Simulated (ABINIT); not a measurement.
Planning a run of ABINIT 10.8.3 on CaAlSiH (P3m1). The input:

```
acell 3*1.0 Angstrom
rprim 
  4.143280229474 0.000000000031 0.000000000000
  -2.071640114764 3.588185933707 0.000000000000
  0.000000000000 0.000000000000 4.698226000000
ntypat 4
znucl 20 13 14 1
natom 4
typat 1 2 3 4
xred 
  0.000000000000 0.000000000000 0.999921000000
  0.666666666667 0.333333333333 0.457112000000
  0.333333333333 0.666666666667 0.565892000000
  0.666666666667 0.333333333333 0.083775000000
pp_dirpath "pseudos"
pseudos "Ca.upf, Al.upf, Si.upf, H.upf"
ecut 31
ngkpt 3 3 4
nshiftk 1
shiftk 0 0 0
kptopt 1
chksymbreak 0
istwfk *1
occopt 1
irdwfk 1
optdriver 4
nband 61
gwcalctyp 0
ecutsigx 31
symsigma 1
nkptgw 3
kptgw 
  0.0000000000 0.0000000000 0.5000000000
  -0.3333333333 0.0000000000 0.2500000000
  0.0000000000 0.0000000000 0.0000000000
bdgw 
  7 11
  8 11
  8 12
ecuteps 4.5
irdscr 1
ppmodel 1
gw_icutcoul 7
indata_prefix "in"
outdata_prefix "out"
tmpdata_prefix "tmp"
```

```sh
OMP_NUM_THREADS=1 mpirun -n 4 abinit run.abi > log
```

Estimate wall time and host memory on 4 MPI ranks of Arm Neoverse N1, shared host.

It took 19 s; on shared hardware allow 9.4 s to 38 s. Peak host memory was 0.63 GiB.

[Paths, hosts, dates, memory and timing lines, banners, echoed tables and standing remarks are left out of the program output.]

[Logs are printed without paths, hosts, clocks, repeated set-up lines and the standing remarks that a program may print on its own settings, such as how far it seeks lower states.]

[Runs of the session that timed out or met a known fault of the program may be left out.]

[Hosts, paths, dates, database ids (printed as entryN), source tags and the programs' standing remarks are cut or masked in the printed files.]

[G0W0 gaps are taken among the corrected bands and points alone; a level outside them can change the order at an edge.]

[Where Ansatz stands beside ABINIT at settings called matched, ABINIT's density can come from a denser mesh and the files from another edition; pairs whose starting gaps differed by over 0.03 eV were left out, so agreement reads better than it is.]
